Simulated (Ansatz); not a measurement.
V (Im-3m): the Drude term of Re ε in the infrared

Re ε of V (Im-3m) at low photon energies is read from one computed spectrum; the carriers' damping was typed as γ = 0.05 eV.

The structure is cubic, space group Im-3m (No. 229). The conventional cell has a = 3.029 Å, b = 3.029 Å, c = 3.029 Å, α = 90.00°, β = 90.00°, γ = 90.00°. Around V on site a lie 8 V at 2.62 Å.

Method: Ansatz 0.2.0, r2SCAN, independent particles, k-mesh 18×18×18 with interpolation inside its cells, Gaussian parameter 0.1 eV.

Launch of the response step: `ansatz run input.yaml --threads 4 --pin off --max-ram 8192MiB --backend cpu --events-out ev --progress --plain --runs-dir out`. The run took 12 s, on 4 threads of Intel(R) Xeon(R) Processor @ 2.70GHz (shared host).

```
photon energy E (eV)  wavelength (µm)    Re ε
                0.25             4.96       ?
                0.30             4.13  -634.3
                0.35             3.54  -462.4
                0.40             3.10  -349.5
                0.50             2.48  -215.6
                0.60             2.07  -142.5
                0.70             1.77   -98.3
```

A Drude term over a constant background gives Re ε = ε_b − ωp²/(E² + γ²), linear in 1/(E² + γ²).

Working, on the rows shown:

| x = 1/(E² + γ²) (eV⁻²) | y = Re ε |
| --- | --- |
| 10.8108 | -634.3 |
| 8 | -462.4 |
| 6.15385 | -349.5 |
| 3.9604 | -215.6 |
| 2.75862 | -142.5 |
| 2.03046 | -98.3 |

Means: x̄ = 5.619, ȳ = -317.1. Σ(x − x̄)(y − ȳ) = -3463, Σ(x − x̄)² = 56.72. Slope = -3463 / 56.72 = -61.06; intercept = ȳ − slope · x̄ = 25.97. The line misses the rows shown by at most 0.3.

Task: Fill in the last column of the withheld row.

Result: At x = 15.385 the line gives y = -913.34. The run gave -913.2, so the extrapolation is off by 0.14, 0.0 % of the range in the table.

Refitted with all rows, the slope is -61.05 and the intercept 25.931. These give ωp = √(−slope) = 7.81 eV, against 7.77 eV from the program's Fermi-surface sum, and an intercept of 25.9. Taking the program's Drude term off the rows leaves 15 at the lowest energy and 24 at the highest, so the background isn't constant: interband transitions lie in or near the window, and neither fitted number can be trusted. The values come from a sum over the points of one k-mesh and carry its error, which is largest for Fermi-surface quantities.

[Logs are printed without paths, hosts, clocks, repeated set-up lines and the standing remarks that a program may print on its own settings, such as how far it seeks lower states.]
